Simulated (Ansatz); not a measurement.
# P on Ni(100): change of the work function, part 3 of 4

Aim: the work function of Ni(100) at several coverages of P (hollow site), and the dipole that each adsorbate carries.

Ansatz 0.2.0; plane-wave DFT, PBE, Ansatz PAW.

So far, work function, upper face (eV): step 2 (the clean slab) 4.88; step 3 (37 atoms, coverage 0.111 ML, cell 3x3) 5.05.

### 4. The covered slab, k-mesh 6×6×1, coverage 0.25 ML

System of this step: Ni16P (P/Ni(100)). The cell holds 17 atoms: 16 Ni and 1 P. Cell: a = 4.978 Å, b = 4.978 Å, c = 24.837 Å, α = 90.0°, β = 90.0°, γ = 90.0°. Vacuum lies along c.

Another coverage, to see how the dipoles act on each other as their distance changes.

File input.yaml:

```yaml
crystal:
  lattice:
    - [4.9780317396, 0.0, 0.0]
    - [0.0, 4.9780317396, 0.0]
    - [0.0, 0.0, 24.8367041378]
  atoms:
    - { symbol: Ni, position: [0.25, 0.25, 0.3623669208], spin: 0.76 }
    - { symbol: Ni, position: [0.0, 0.0, 0.4332297853], spin: 0.69 }
    - { symbol: Ni, position: [0.25, 0.25, 0.504984413], spin: 0.7 }
    - { symbol: Ni, position: [0.0, 0.0, 0.5731686669], spin: 0.76 }
    - { symbol: Ni, position: [0.25, 0.75, 0.3623669208], spin: 0.76 }
    - { symbol: Ni, position: [0.0, 0.5, 0.4332297853], spin: 0.69 }
    - { symbol: Ni, position: [0.25, 0.75, 0.504984413], spin: 0.7 }
    - { symbol: Ni, position: [0.0, 0.5, 0.5731686669], spin: 0.76 }
    - { symbol: Ni, position: [0.75, 0.25, 0.3623669208], spin: 0.76 }
    - { symbol: Ni, position: [0.5, 0.0, 0.4332297853], spin: 0.69 }
    - { symbol: Ni, position: [0.75, 0.25, 0.504984413], spin: 0.7 }
    - { symbol: Ni, position: [0.5, 0.0, 0.5731686669], spin: 0.76 }
    - { symbol: Ni, position: [0.75, 0.75, 0.3623669208], spin: 0.76 }
    - { symbol: Ni, position: [0.5, 0.5, 0.4332297853], spin: 0.69 }
    - { symbol: Ni, position: [0.75, 0.75, 0.504984413], spin: 0.7 }
    - { symbol: Ni, position: [0.5, 0.5, 0.5731686669], spin: 0.76 }
    - { symbol: P, position: [0.25, 0.25, 0.6376330792] }
magnetization:
  spin_polarized: true
kpoints:
  mp_grid: { grid: [6, 6, 1] }
hamiltonian:
  xc: pbe
scf:
  occupations: { method: fermi_dirac, width: 0.1 }
  convergence: { dr2_threshold: 1.0e-08 }
efield:
  axis: 3
  dipole_correction: true
  ramp_position: 0.97
  ramp_width: 0.06
relax:
  f_tol: 0.02
  max_steps: 60
  constraints: [{ sites: [0, 1, 4, 5, 8, 9, 12, 13] }]
output:
  dos: { projected: true, e_range: [-8, 4] }
  write_potential: true
  write_density: true
  volumetric_format: npy
  elf: true
```

The run is started by

```
$ ansatz run input.yaml --threads 4 --pin off --max-ram 16384MiB --backend cpu --events-out ev --progress --plain --runs-dir out
```

Numbers of over 12 decimals in the logs are rounded to 6 here.

The program printed:

```text
[...]
Crystal: 17 atoms, lattice volume = 615.473 Å³
Basis set: ecut = 420 eV, 12079 PW (Γ), exchange–correlation on 72×72×360 points (8 copies of the dense FFT grid, shifted against one another)
Bands: 183, of which v1, the nominal top of the filled ones, is band 147 counted from 1 (146 counted from 0)
Symmetry: 8 space group operations
k-points: 10 of 36
[...]
Starting moments: Σ|m| = 11.64 μB on 16 of 17 sites
[...]
SCF iter   1: F=—  HF=-94170.626138 eV  |F-HF|=—  |Δ(HF+E_count)|=         —  Δρ=2.26e-2 (↑1.29e-2 ↓2.26e-2)  dr2=1.58e1  dr2_m=7.87e-1  M=11.848 μB ∫|m|=12.467 μB  β_m=1.00  ethr=3.10e-3  p=-0.000 e·Å  D=-2.02e-6 V/Å  ΔV_dip=0.00 eV  dr2_dipole=3.82e-2  V_vac-E_F(+/−)=7.10/7.10 eV  ⟨swp⟩=12.6  Hψ=20854  notcnv=0  defer=161
[...]
SCF iter  20: F=-94186.426142 eV  HF=-94186.426142 eV  |F-HF|=1.54e-9  |Δ(HF+E_count)|=   2.97e-9  Δρ=3.07e-7 (↑1.03e-7 ↓3.07e-7)  dr2=1.65e-9  dr2_m=7.36e-11  M=9.609 μB ∫|m|=10.905 μB  ethr=1.00e-12  p=-0.054 e·Å  D=-1.58e-2 V/Å  ΔV_dip=0.39 eV  dr2_dipole=2.93e-10  V_vac-E_F(+/−)=5.29/4.89 eV  ⟨swp⟩=14.4  Hψ=25881  notcnv=0
SCF 1 converged in 20 iterations: F = -94186.426142 eV  dr2 = 1.65e-9
[...]
relax step   1: F+E_penalty+E_count = -94186.42614169 eV  Δ(F+E_penalty+E_count) = +0.000e0 eV  max|allowed force component| = 2.622e0 eV/Å  Δτ_max = 0.0000 Å  (20 SCF iters, accepted)
[...]
SCF iter  15: F=-94186.730063 eV  HF=-94186.730063 eV  |F-HF|=4.00e-9  |Δ(HF+E_count)|=   2.55e-9  Δρ=4.56e-7 (↑1.11e-7 ↓4.56e-7)  dr2=4.97e-9  dr2_m=2.09e-10  M=9.329 μB ∫|m|=10.607 μB  ethr=2.69e-12  p=-0.051 e·Å  D=-1.49e-2 V/Å  ΔV_dip=0.37 eV  dr2_dipole=1.09e-9  V_vac-E_F(+/−)=5.26/4.89 eV  ⟨swp⟩=12.2  Hψ=23112  notcnv=0
SCF 2 converged in 15 iterations: F = -94186.730063 eV  dr2 = 4.97e-9
relax step   2: F+E_penalty+E_count = -94186.73006346 eV  Δ(F+E_penalty+E_count) = -3.039e-1 eV  max|allowed force component| = 1.714e0 eV/Å  Δτ_max = 0.1240 Å  (15 SCF iters, accepted)
SCF iter   1: F=—  HF=-94186.952759 eV  |F-HF|=—  |Δ(HF+E_count)|=         —  Δρ=3.81e-3 (↑3.81e-3 ↓3.28e-3)  dr2=8.03e-2  dr2_m=4.91e-2  M=9.015 μB ∫|m|=10.310 μB  β_m=1.00  ethr=2.27e-4  p=-0.051 e·Å  D=-1.49e-2 V/Å  ΔV_dip=0.37 eV  dr2_dipole=1.30e-5  V_vac-E_F(+/−)=5.26/4.89 eV  ⟨swp⟩=7.0  Hψ=11665  notcnv=0  defer=353
[...]
SCF iter  14: F=-94186.940076 eV  HF=-94186.940076 eV  |F-HF|=2.62e-9  |Δ(HF+E_count)|=   1.67e-9  Δρ=6.52e-7 (↑3.87e-7 ↓6.52e-7)  dr2=4.52e-9  dr2_m=2.47e-10  M=8.882 μB ∫|m|=10.133 μB  ethr=1.37e-12  p=-0.041 e·Å  D=-1.20e-2 V/Å  ΔV_dip=0.30 eV  dr2_dipole=1.54e-10  V_vac-E_F(+/−)=5.19/4.89 eV  ⟨swp⟩=11.9  Hψ=26313  notcnv=0
SCF 3 converged in 14 iterations: F = -94186.940076 eV  dr2 = 4.52e-9
[...]
relax step   3: F+E_penalty+E_count = -94186.94007598 eV  Δ(F+E_penalty+E_count) = -2.100e-1 eV  max|allowed force component| = 1.723e-1 eV/Å  Δτ_max = 0.1949 Å  (14 SCF iters, accepted)
[...]
relax step   4: F+E_penalty+E_count = -94186.94990143 eV  Δ(F+E_penalty+E_count) = -9.825e-3 eV  max|allowed force component| = 4.633e-2 eV/Å  Δτ_max = 0.0180 Å  (14 SCF iters, accepted)
SCF iter   1: F=—  HF=-94186.950434 eV  |F-HF|=—  |Δ(HF+E_count)|=         —  Δρ=3.15e-4 (↑2.12e-4 ↓3.15e-4)  dr2=6.61e-4  dr2_m=1.92e-4  M=8.888 μB ∫|m|=10.138 μB  β_m=1.00  ethr=7.53e-6  p=-0.042 e·Å  D=-1.22e-2 V/Å  ΔV_dip=0.30 eV  dr2_dipole=6.34e-5  V_vac-E_F(+/−)=5.19/4.89 eV  ⟨swp⟩=2.1  Hψ=6444  notcnv=0  defer=362
[...]
SCF iter  11: F=-94186.950498 eV  HF=-94186.950498 eV  |F-HF|=1.76e-9  |Δ(HF+E_count)|=   6.24e-9  Δρ=5.47e-7 (↑2.61e-7 ↓5.47e-7)  dr2=3.97e-9  dr2_m=2.05e-10  M=8.888 μB ∫|m|=10.137 μB  ethr=1.00e-12  p=-0.041 e·Å  D=-1.22e-2 V/Å  ΔV_dip=0.30 eV  dr2_dipole=4.41e-12  V_vac-E_F(+/−)=5.19/4.89 eV  ⟨swp⟩=9.9  Hψ=25300  notcnv=0
SCF 5 converged in 11 iterations: F = -94186.950498 eV  dr2 = 3.97e-9
relax step   5: F+E_penalty+E_count = -94186.95049776 eV  Δ(F+E_penalty+E_count) = -5.963e-4 eV  max|allowed force component| = 1.670e-2 eV/Å  Δτ_max = 0.0079 Å  (11 SCF iters, accepted)
[...]
SCF converged after 11 iterations
Magnetization: 8.8877 μB (150.9439 up, 142.0561 down)
Absolute magnetization: 10.1467 μB (∫|ρ↑−ρ↓|, with the PAW one-centre terms)
[...]
Per-site moments (μB) at R_I (Å): [(0.761037, 1.026719), (0.684273, 1.020722), (0.721018, 1.025682), (0.296039, 0.896300), (0.755384, 1.026719), (0.684273, 1.020722), (0.603819, 1.023404), (0.296039, 0.896300), (0.755384, 1.026719), (0.684273, 1.020722), (0.603819, 1.023404), (0.296039, 0.896300), (0.758445, 1.026719), (0.684273, 1.020722), (0.539167, 1.020722), (0.296039, 0.896300), (-0.00725919, 0.896300)]
Free energy (F): -94186.950498 eV
[...]
Internal energy: -94186.031926 eV  (E = F + TS)
E sigma→0 (E₀):  -94186.491212 eV
Entropy (-TS):   -0.918572 eV (-54.034 meV/atom)
Fermi energy:    1.911927 eV
Dipole field:    D = -0.012157 V/Å  (p = -0.041349 e·Å, saw-weighted, corrected)
Work function:   Φ+ = 5.1891 eV   Φ− = 4.8872 eV
[...]
--- Forces (eV/Å), atoms counted from 1 ---
  atom   1  Ni     0.00000000    -0.00000000     0.33720190
  atom   2  Ni     0.02224118     0.02224118    -0.32719714
  atom   3  Ni     0.00000000     0.00000000     0.01669826
  atom   4  Ni     0.00110557     0.00110557     0.00121853
  atom   5  Ni     0.00000000     0.00000000     0.31977625
  atom   6  Ni     0.02224118    -0.02224118    -0.32719714
  atom   7  Ni    -0.00000000    -0.00000000    -0.00350943
  atom   8  Ni     0.00110557    -0.00110557     0.00121853
  atom   9  Ni     0.00000000     0.00000000     0.31977625
  atom  10  Ni    -0.02224118     0.02224118    -0.32719714
  atom  11  Ni     0.00000000     0.00000000    -0.00350943
  atom  12  Ni    -0.00110557     0.00110557     0.00121853
  atom  13  Ni     0.00000000    -0.00000000     0.32643031
  atom  14  Ni    -0.02224118    -0.02224118    -0.32719714
  atom  15  Ni    -0.00000000    -0.00000000    -0.00168213
  atom  16  Ni    -0.00110557    -0.00110557     0.00121853
  atom  17  P     -0.00000000     0.00000000    -0.00725769
  max |Σ_I F_I| component: 9.84e-6 eV/Å
--- Band table (eV; the first three rows and the last of 20) ---
  k-point 0 ↑: bands = [... 143 lower, 1.4769, 1.4779, 1.5347, 1.7074, 1.7265, 1.8433, 2.1207, 2.1207, ... 32 higher]
  k-point 1 ↑: bands = [... 143 lower, 1.3627, 1.3880, 1.4069, 1.4619, 1.5776, 1.6848, 1.6970, 1.9543, ... 32 higher]
  k-point 2 ↑: bands = [... 143 lower, 1.3289, 1.3409, 1.3785, 1.4143, 1.4525, 1.4569, 1.4789, 1.7988, ... 32 higher]
  k-point 9 ↓: bands = [... 143 lower, 1.6761, 1.7098, 1.9887, 1.9887, 2.1049, 2.1504, 2.1864, 2.1864, ... 32 higher]
--- Relaxed structure (5 steps of the walk, 5 accepted, 0 SCFs on fresh bases) ---
  F+E_penalty+E_count = -94186.95049776 eV   max|allowed force component| = 1.670e-2 eV/Å
  atoms:
    - { symbol: Ni, position: [0.250000, 0.250000, 0.3623669208] }
    - { symbol: Ni, position: [0.0, 0.0, 0.433230] }
    - { symbol: Ni, position: [0.250000, 0.250000, 0.503949] }
    - { symbol: Ni, position: [-0.00530888, -0.00530888, 0.575216] }
    - { symbol: Ni, position: [0.250000, 0.75, 0.3623669208] }
    - { symbol: Ni, position: [0.0, 0.500000, 0.433230] }
    - { symbol: Ni, position: [0.250000, 0.75, 0.504827] }
    - { symbol: Ni, position: [-0.00530888, 0.505309, 0.575216] }
    - { symbol: Ni, position: [0.75, 0.250000, 0.3623669208] }
    - { symbol: Ni, position: [0.500000, 0.0, 0.433230] }
    - { symbol: Ni, position: [0.75, 0.250000, 0.504827] }
    - { symbol: Ni, position: [0.505309, -0.00530888, 0.575216] }
    - { symbol: Ni, position: [0.75, 0.75, 0.3623669208] }
    - { symbol: Ni, position: [0.500000, 0.500000, 0.433230] }
    - { symbol: Ni, position: [0.75, 0.75, 0.503262] }
    - { symbol: Ni, position: [0.505309, 0.505309, 0.575216] }
    - { symbol: P, position: [0.250000, 0.250000, 0.624375] }
```

It took 9.4 min on 4 threads of Arm Neoverse V2, shared host; peak memory 3.7 GiB.

Relaxation path:

```csv
step,energy less that of the first step (eV),largest force component (eV/Å)
1,0.0000,2.6215
2,-0.3039,1.7136
3,-0.5139,0.1723
4,-0.5238,0.0463
5,-0.5244,0.0167
```

The run keeps the 8 symmetry operations that it works with, so distortions that break them were not tested.

The atoms that moved most (Å):

```csv
atom,dx,dy,dz,length
P17,0.000,0.000,-0.329,0.329
Ni4,-0.026,-0.026,0.051,0.063
Ni12,0.026,-0.026,0.051,0.063
Ni8,-0.026,0.026,0.051,0.063
Ni16,0.026,0.026,0.051,0.063
Ni15,0.000,0.000,-0.043,0.043
Ni3,0.000,0.000,-0.026,0.026
```

Final coordinates:

```cif
data_structure
_symmetry_space_group_name_H-M 'P 1'
_symmetry_Int_Tables_number 1
_cell_length_a 4.9780
_cell_length_b 4.9780
_cell_length_c 24.8367
_cell_angle_alpha 90.000
_cell_angle_beta 90.000
_cell_angle_gamma 90.000
_cell_volume 615.47
loop_
_atom_site_label
_atom_site_type_symbol
_atom_site_fract_x
_atom_site_fract_y
_atom_site_fract_z
_atom_site_occupancy
Ni1 Ni 0.25000 0.25000 0.36237 1
Ni2 Ni 0.00000 0.00000 0.43323 1
Ni3 Ni 0.25000 0.25000 0.50395 1
Ni4 Ni 0.99469 0.99469 0.57522 1
Ni5 Ni 0.25000 0.75000 0.36237 1
Ni6 Ni 0.00000 0.50000 0.43323 1
Ni7 Ni 0.25000 0.75000 0.50483 1
Ni8 Ni 0.99469 0.50531 0.57522 1
Ni9 Ni 0.75000 0.25000 0.36237 1
Ni10 Ni 0.50000 0.00000 0.43323 1
Ni11 Ni 0.75000 0.25000 0.50483 1
Ni12 Ni 0.50531 0.99469 0.57522 1
Ni13 Ni 0.75000 0.75000 0.36237 1
Ni14 Ni 0.50000 0.50000 0.43323 1
Ni15 Ni 0.75000 0.75000 0.50326 1
Ni16 Ni 0.50531 0.50531 0.57522 1
P17 P 0.25000 0.25000 0.62437 1
```

Numbers from this step:

```
energy at zero smearing        : -94186.4912 eV
total moment                   : 8.888 μB
work function, upper face      : 5.189 eV
work function, lower face      : 4.887 eV
dipole along the normal        : -0.04135 e·Å
step between the vacuum levels : 0.3019 eV
```

The density of states has structure finer than the step of the table below, so its rows give means over 0.25 eV, whole bins alone (the curve runs from -8 to 1.98 eV). Peaks (eV: height): total -2.260: 60.5, -1.740: 58.8, -1.560: 78.5, -1.500: 76.8, -1.440: 69.8, -1.080: 60.8, -0.570: 72.4; up -2.320: 30.6, -2.260: 42.4, -2.140: 40.4, -1.650: 35.0, -1.590: 32.7, -1.080: 30.6, -0.570: 51.4; down -1.740: 33.1, -1.560: 53.2, -1.500: 54.5, -1.440: 49.2, -1.080: 30.2, -0.930: 30.1, -0.150: 30.0.

Density of states against energy, zero at the Fermi level; means over each step; values in states/eV a cell:

```csv
energy (eV),total,up,down
-7.75,1.18,0.585,0.590
-7.50,1.20,0.604,0.596
-7.25,1.28,0.642,0.637
-7.00,1.21,0.616,0.592
-6.75,1.04,0.520,0.517
-6.50,1.39,0.700,0.687
-6.25,3.65,1.85,1.80
-6.00,2.60,1.30,1.30
-5.75,3.50,1.84,1.66
-5.50,2.85,1.44,1.41
-5.25,3.84,2.23,1.61
-5.00,5.34,2.78,2.56
-4.75,6.31,3.98,2.33
-4.50,10.8,6.73,4.08
-4.25,15.4,9.47,5.88
-4.00,17.7,10.0,7.69
-3.75,23.9,16.1,7.74
-3.50,19.1,12.6,6.58
-3.25,29.4,13.8,15.6
-3.00,26.4,13.3,13.1
-2.75,30.2,17.7,12.5
-2.50,30.6,17.0,13.6
-2.25,46.9,30.0,16.9
-2.00,35.1,19.0,16.1
-1.75,41.2,20.7,20.6
-1.50,51.1,22.4,28.6
-1.25,45.7,25.8,19.9
-1.00,51.9,27.5,24.4
-0.75,52.1,29.3,22.8
-0.50,48.1,23.9,24.1
-0.25,31.2,5.56,25.7
0.00,27.1,5.30,21.8
0.25,23.0,3.05,19.9
0.50,10.8,3.44,7.37
0.75,6.98,2.97,4.01
1.00,7.09,2.69,4.40
1.25,5.69,3.08,2.61
1.50,5.73,2.97,2.76
1.75,6.51,3.00,3.50
```

Projected DOS per atom over height of the atomic layer and energy from the Fermi level. Layers: Ni4 Ni4 Ni4 Ni4 P from below.

Ten even steps from '0' (0.01 states/eV) to '9' (4.05 states/eV), each cell a mean:
```
00001
00001
00001
22212
54431
75671
96580
86671
64461
56651
34441
24431
24322
12213
01112
00001
00000
00000
00000
00000
00000
00000
```
Columns: height of the atomic layer (Å) from 9 to 15.5 (not evenly spaced); rows upwards: energy from the Fermi level (eV) from -7.96 to 1.95.

Projected DOS per atom, spin up over height of the atomic layer and energy from the Fermi level. Layers: Ni4 Ni4 Ni4 Ni4 P from below.

Ten even steps from '0' (0.01 states/eV) to '9' (2.32 states/eV), each cell a mean:
```
00001
00001
00001
00002
00111
45661
96570
75560
73351
67651
44531
23331
25421
13212
01112
00000
00000
00000
00000
00000
00000
00000
```
Columns: height of the atomic layer (Å) from 9 to 15.5 (not evenly spaced); rows upwards: energy from the Fermi level (eV) from -7.96 to 1.95.

Projected DOS per atom, spin down over height of the atomic layer and energy from the Fermi level. Layers: Ni4 Ni4 Ni4 Ni4 P from below.

Values in states/eV, 22 rows by 5 columns, each cell a mean:
```
0.15 0.18 0.16 0.14 0.26
0.12 0.13 0.12 0.13 0.21
0.20 0.19 0.19 0.24 0.47
0.95 0.84 0.76 0.45 0.39
1.88 1.45 1.47 1.12 0.21
1.81 1.11 1.30 1.36 0.19
1.73 1.19 1.06 1.65 0.19
1.50 1.22 1.26 1.39 0.28
0.86 0.99 1.12 1.34 0.24
0.92 0.97 0.96 0.96 0.36
0.49 0.79 0.76 0.91 0.32
0.51 1.11 0.98 0.57 0.26
0.27 0.53 0.49 0.36 0.51
0.21 0.42 0.42 0.37 0.76
0.11 0.17 0.20 0.24 0.49
0.09 0.13 0.14 0.13 0.22
0.06 0.11 0.10 0.08 0.10
0.06 0.09 0.10 0.07 0.08
0.05 0.08 0.09 0.04 0.06
0.01 0.05 0.05 0.02 0.01
0.02 0.06 0.06 0.01 0.02
0.02 0.06 0.05 0.01 0.02
```
Columns: height of the atomic layer (Å) from 9 to 15.5 (not evenly spaced); rows upwards: energy from the Fermi level (eV) from -7.96 to 1.95.

Site moment by atom:

```csv
atom,site moment (μB)
Ni1,0.761
Ni2,0.684
Ni3,0.721
Ni4,0.296
Ni5,0.755
Ni6,0.684
Ni7,0.604
Ni8,0.296
Ni9,0.755
Ni10,0.684
Ni11,0.604
Ni12,0.296
Ni13,0.758
Ni14,0.684
Ni15,0.539
Ni16,0.296
P17,-0.007
```

Spin density in the ca plane at fractional y = 0.250, with atoms of Ni and P within 0.2 Å of it.

Ten even steps from '0' (0.0 e/Å³) to '9' (2.3 e/Å³), each cell a mean:
```
00000000000000000000000000000000000000000000
00000010000000000000000000000000000000000000
00000382000000045100000000000000000000000000
00000372000000045100000000000000000000000000
00000010000000000000000000000000000000000000
00000000000000000000000000000000000000000000
00000000000000000000000000000000000000000000
00000000000000000000000000000000000000000000
00000131000000023000000000000000000000000000
00000392000000177100000000000000000000000000
00000131000000022000000000000000000000000000
00000000000000000000000000000000000000000000
00000000000000000000000000000000000000000000
```
Columns run along c (16.0 Å, from fractional 0.28 to 0.92 of the cell), rows up along a (5.0 Å). Atoms in or near the plane, at fractional coordinates: Ni at (0.36, 0.25), Ni at (0.50, 0.25), Ni at (0.36, 0.75), Ni at (0.50, 0.75), P at (0.62, 0.25).

Electrostatic potential energy in the ca plane at fractional y = 0.250, with atoms of Ni and P within 0.2 Å of it. With pseudopotentials it is smooth inside the atoms' cores, unlike the true potential.

Ten even steps from '0' (-62 eV) to '9' (7 eV), each cell a mean:
```
99999888999999888899999999999999999999999999
99997424899998633589999999999999999999999999
99985001699998300279999999999999999999999999
99985001699998300279999999999999999999999999
99997435899998633589999999999999999999999999
99999888999999888899999999999999999999999999
99999989999999988999999889999999999999999999
99998657899999766799987657899999999999999999
99996202799998411489985103799999999999999999
99984000699997200279983001699999999999999999
99996202799998411489985103799999999999999999
99998657899999866799988657999999999999999999
99999989999999999999999999999999999999999999
```
Columns run along c (16.0 Å, from fractional 0.28 to 0.92 of the cell; values clipped at the 3rd and 97th percentile), rows up along a (5.0 Å). Atoms in or near the plane, at fractional coordinates: Ni at (0.36, 0.25), Ni at (0.50, 0.25), Ni at (0.36, 0.75), Ni at (0.50, 0.75), P at (0.62, 0.25).

Valence density in the ca plane at fractional y = 0.250, with atoms of Ni and P within 0.2 Å of it. It is the smooth field of the valence electrons, not physical close to the nuclei.

Ten steps, logarithmic in the rise over the least value, from '0' (0 e/Å³) to '9' (45 e/Å³), each cell a mean:
```
00000111111111111110110000000000000000000000
00001454110001255310000000000000000000000000
00003797310001589510000000000000000000000000
00003797310001589510000000000000000000000000
00001454110001255310000000000000000000000000
00000111111111111110110000000000000000000000
00000111111111111101111110000000000000000000
00001232110001133110111111000000000000000000
00002685210001477410111111100000000000000000
00014897310001599610111001100000000000000000
00002675210001477410111111100000000000000000
00001232110001122110111111000000000000000000
00000111111110111101111110000000000000000000
```
Columns run along c (16.0 Å, from fractional 0.28 to 0.92 of the cell), rows up along a (5.0 Å). Atoms in or near the plane, at fractional coordinates: Ni at (0.36, 0.25), Ni at (0.50, 0.25), Ni at (0.36, 0.75), Ni at (0.50, 0.75), P at (0.62, 0.25).

The relaxation took 5 steps and lowered the energy by 0.52 eV; the largest force on the free atoms ends at 0.017 eV/Å.

By hand: a sheet of dipoles makes a step −p/(ε₀A) in the electron's potential. With e/ε₀ = 180.95 V·Å, p = -0.04135 e·Å and A = 24.78 Å², that is −180.95 × (-0.04135) / 24.78 = +0.302 eV, and the two vacuum levels of the run differ by +0.302 eV.

The covered face has 5.19 eV, +0.31 eV against the clean one; the bare back face has moved by +0.00 eV, a measure of how thin the slab is.

(Continued in part 4 of 4.)

[Logs are printed without paths, hosts, clocks, repeated set-up lines and the standing remarks that a program may print on its own settings, such as how far it seeks lower states.]

[Hosts, paths, dates, database ids (printed as entryN), source tags and the programs' standing remarks are cut or masked in the printed files.]

[Maps of the electrostatic potential energy from Ansatz leave out the sawtooth potential of an applied field or a dipole correction, so their vacuum need not be flat; planar profiles and work functions include it.]
